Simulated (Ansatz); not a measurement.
# ScB3 (built on the sites of a database entry of ScGa3): following an unstable mode, part 3 of 3

Which phase does ScB3 (built on the sites of a database entry of ScGa3) fall into along its unstable mode, and how much energy does it gain?

Ansatz 0.2.0; DFT LDA, scalar-relativistic, plane waves, norm-conserving pseudopotentials.

So far. Step 5 (Energy along the mode, all amplitudes (two of the runs …): The lowest of the steps tried is at 0.45 Å, 326 meV/atom below the parent; the bottom of the well need not coincide with a step. Step 7 (The new phase in its own primitive cell): The largest force component left is 0.034 meV/Å and the pressure is 0.001 GPa, within the tolerances set. The cell now holds 9.85 Å³/atom. The relaxed cell has a = 6.805 Å (conventional setting).

The structure was built from a prototype and need not be the compound's stable phase.

**8. Modes of the new phase, k-mesh 8×8×8**

A relaxed structure may still be a saddle point, so its zone-centre modes are computed. No field response is asked, since the mesh shows no gap.

input.yaml

```yaml
crystal:
  lattice:
    - [0.0, 3.402594259, 3.402594259]
    - [3.402594259, 0.0, 3.402594259]
    - [3.402594259, 3.402594259, 0.0]
  atoms:
    - { symbol: Sc, position: [0.75, 0.75, 0.75] }
    - { symbol: Sc, position: [0.25, 0.25, 0.25] }
    - { symbol: B, position: [0.6840228474, 0.3159771526, 0.3159771526] }
    - { symbol: B, position: [0.3159771526, 0.6840228474, 0.6840228474] }
    - { symbol: B, position: [0.3159771526, 0.6840228474, 0.3159771526] }
    - { symbol: B, position: [0.6840228474, 0.3159771526, 0.6840228474] }
    - { symbol: B, position: [0.6840228474, 0.6840228474, 0.3159771526] }
    - { symbol: B, position: [0.3159771526, 0.3159771526, 0.6840228474] }
kpoints:
  mp_grid: { grid: [8, 8, 8] }
hamiltonian:
  xc: lda
  pseudopotentials: { kind: nc }
scf:
  occupations: { method: methfessel_paxton, width: 0.15 }
output:
  eigenvalues: true
phonons:
  method: dfpt
```

The run is started by

```
$ ansatz run input.yaml --threads 4 --pin off --max-ram 7168MiB --backend cpu --events-out ev --progress --plain --runs-dir out
```

Log:

```text
zone centre: on kpoints.mp_grid the ground state, and the responses unless they are solved on pairs of k-points, stand on 150 of the mesh's 512 k-points, reduced under 2 symmetry operations, with k and −k counted as one. Each operation leaves every solved displacement unchanged or reverses it
[...]
Crystal: 8 atoms, lattice volume = 78.788 Å³
Basis set: ecut = 1061.244064 eV, 6183 PW (Γ), exchange–correlation on 108×108×108 points (8 copies of the dense FFT grid, shifted against one another)
Bands: 28, of which v1, the nominal top of the filled ones, is band 20 counted from 1 (19 counted from 0)
Symmetry: 48 space group operations
k-points: 150 of 512 (irreducible under 2 space group operations, time reversal used)
[...]
SCF iter   1: F=—  HF=-3116.472669 eV  |F-HF|=—  |Δ(HF+E_count)|=         —  Δρ=4.70e-2  dr2=4.63e0  ethr=3.10e-3  ⟨swp⟩=6.7  Hψ=21499  notcnv=0
[...]
SCF iter  10: F=-3114.951434 eV  HF=-3114.951434 eV  |F-HF|=4.55e-13  |Δ(HF+E_count)|=  4.55e-13  S|Δr|=    0.00e0  Δρ=5.40e-8  dr2=1.95e-12  ethr=1.00e-12  ⟨swp⟩=17.4  Hψ=29350  notcnv=0
SCF 1 converged in 10 iterations: F = -3114.951434 eV  dr2 = 1.95e-12
DFPT response loops at Γ: preconditioner auto → Kerker (q_TF=auto, 2.437 Å⁻¹) (partly filled bands, converged f_vac=0.000); β = 1.00, the filter's whole step (`scf.mixing.beta` (0.50) is not read by the response loops under this deck's `scf.mixing.preconditioner`; to damp them name `kerker` or `kerker_dos`, under which they read `scf.mixing.beta`, and type it under 1.00, their step now; both keys bind the ground state too); Broyden in place of MSR1
SCF converged after 10 iterations
[...]
Free energy (F): -3114.951434 eV
[...]
Internal energy: -3114.952030 eV  (E = F + TS)
E sigma→0 (E₀):  -3114.951583 eV
Entropy (-TS):   0.000596 eV (0.075 meV/atom)
Fermi energy:    10.531117 eV
[...]
--- Band table (eV; the first three rows and the last of 150) ---
  k-point 0: bands = [... 16 lower, 8.0696, 8.0696, 9.5319, 9.5319, 9.5319, 14.1633, 14.1633, 14.1633, ... 4 higher]
  k-point 1: bands = [... 16 lower, 7.9675, 7.9675, 9.2318, 9.8385, 9.8385, 13.5928, 13.5928, 14.2373, ... 4 higher]
  k-point 2: bands = [... 16 lower, 7.9186, 7.9186, 8.6065, 10.4329, 10.4329, 12.6435, 12.6435, 14.4194, ... 4 higher]
  k-point 149: bands = [... 16 lower, 8.6465, 9.4572, 9.4749, 9.4749, 10.7301, 11.4231, 14.1024, 14.2570, ... 4 higher]
--- Phonons (Γ-DFPT): 3 representative perturbations + reference, on 150 of 512 k-points (Σ response iterations 10) ---
  k mesh reduced under 2 symmetry operations, with k and −k counted as one. Each operation leaves every solved displacement unchanged or reverses it
  ASR residual: 1.752e-5 → 0.000e0 eV/Å²; symmetrization residual: 2.813e-6 eV/Å²
  ASR residual per site (eV/Å²): 1.75e-5 1.75e-5 5.45e-6 5.45e-6 5.45e-6 5.45e-6 5.45e-6 5.45e-6
  Γ frequencies (cm⁻¹): 0.00 0.00 0.00 273.28 273.28 273.28 424.66 424.66 424.66 440.27 440.27 440.27 453.24 453.24 475.11 475.11 475.11 672.93 672.93 672.93 684.22 684.22 684.22 883.01
  non-analytic LO–TO correction: not included (Born effective charges unavailable; polar crystals: no LO–TO splitting at Γ)
```

It took 2.4 min on 4 threads of Arm Neoverse V1, shared host; peak memory 3.4 GiB; 9.3 min of CPU time.

This step gave:

```
sum-rule residual before enforcement                    : 1.75e-5 eV/Å²
highest optical mode at the zone centre (no LO-TO term) : 883.0 cm⁻¹
lowest optical zone-centre mode                         : 273.3 cm⁻¹
```

Patterns of degenerate modes are one choice out of their space. Modes at Γ, with each element's share of the kinetic energy:

```
mode  frequency (cm⁻¹)  symmetry  Sc %  B %
   1               0.0  acoustic    58   42
   2               0.0  acoustic    58   42
   3               0.0  acoustic    58   42
   4             273.3       T2g    97    3
   5             273.3       T2g    97    3
   6             273.3       T2g    97    3
   7             424.7       T1u    39   61
   8             424.7       T1u    39   61
   9             424.7       T1u    39   61
  10             440.3       T1g     0  100
  11             440.3       T1g     0  100
  12             440.3       T1g     0  100
  13             453.2        Eg     0  100
  14             453.2        Eg     0  100
  15             475.1       T2u     0  100
  16             475.1       T2u     0  100
  17             475.1       T2u     0  100
  18             672.9       T2g     3   97
  19             672.9       T2g     3   97
  20             672.9       T2g     3   97
  21             684.2       T1u     3   97
  22             684.2       T1u     3   97
  23             684.2       T1u     3   97
  24             883.0       A1g     0  100
```

Displacements in mode 6 (273.3 cm⁻¹), the largest set to 1:
```
Sc1  1.00 -0.02 -0.04
Sc2 -1.00  0.02  0.04
B3   0.00  0.01  0.00
B4   0.00 -0.01  0.00
B5   0.01  0.00 -0.26
B6  -0.01  0.00  0.26
B7   0.00  0.26  0.00
B8   0.00 -0.26  0.00
```

Displacements in mode 15 (475.1 cm⁻¹), the largest set to 1:
```
Sc1  0.00  0.00  0.00
Sc2  0.00  0.00  0.00
B3   0.00  0.56  1.00
B4   0.00  0.56  1.00
B5   0.87  0.00 -1.00
B6   0.87  0.00 -1.00
B7  -0.87 -0.56  0.00
B8  -0.87 -0.56  0.00
```

Before it was imposed, the acoustic sum rule was missed by 1.8e-5 eV/Å². Small misses are needed for a sound result but don't prove that mesh and cutoff are converged. The lowest optical mode is real, 273 cm⁻¹.

**9. Summary of results**

```yaml
unstable_mode_of_the_parent: q = (-0.5, -0.5, -0.5), 529i cm⁻¹
depth_at_the_lowest_point_sampled: 326 meV/atom
largest_atomic_shift_at_that_point: 0.45 Å
space_group_reached_within_0p01_a: Fm-3m
energy_gained_over_the_parent_first_relaxation_on_the_mesh_of_the_frozen_mode: 446 meV/atom
volume_per_atom_phase_reached: 9.85 Å³
lowest_optical_zone_centre_mode_phase_reached: 273 cm⁻¹
highest_optical_mode_at_the_zone_centre_no_lo_to_term_phase_reached: 883 cm⁻¹
```

**Reading.** Along this mode the structure falls into Fm-3m, 446 meV/atom below the parent. At the parent's cell the well is 326.4 meV/atom deep on the steps tried, with its lowest point at a shift of 0.45 Å. Relaxing atoms and cell changes the gain by +119.66 meV/atom against the lowest step (energies at zero smearing). The new phase has no imaginary mode at the zone centre of its cell; other wavevectors were not checked. Of the 2 patterns followed to their end from this parent, this one reaches the lowest energy. Each path keeps the symmetry of its pattern, so a lower phase may lie along a pattern not tried. With no gap, or one that is small against the smearing, the frequencies hang on the k mesh and the smearing, most of all near Kohn anomalies. The starting cell was built on a prototype and not taken from a measurement, so the phase need not exist.

[Logs are printed without paths, hosts, clocks, repeated set-up lines and the standing remarks that a program may print on its own settings, such as how far it seeks lower states.]

[Hosts, paths, dates, database ids (printed as entryN), source tags and the programs' standing remarks are cut or masked in the printed files.]
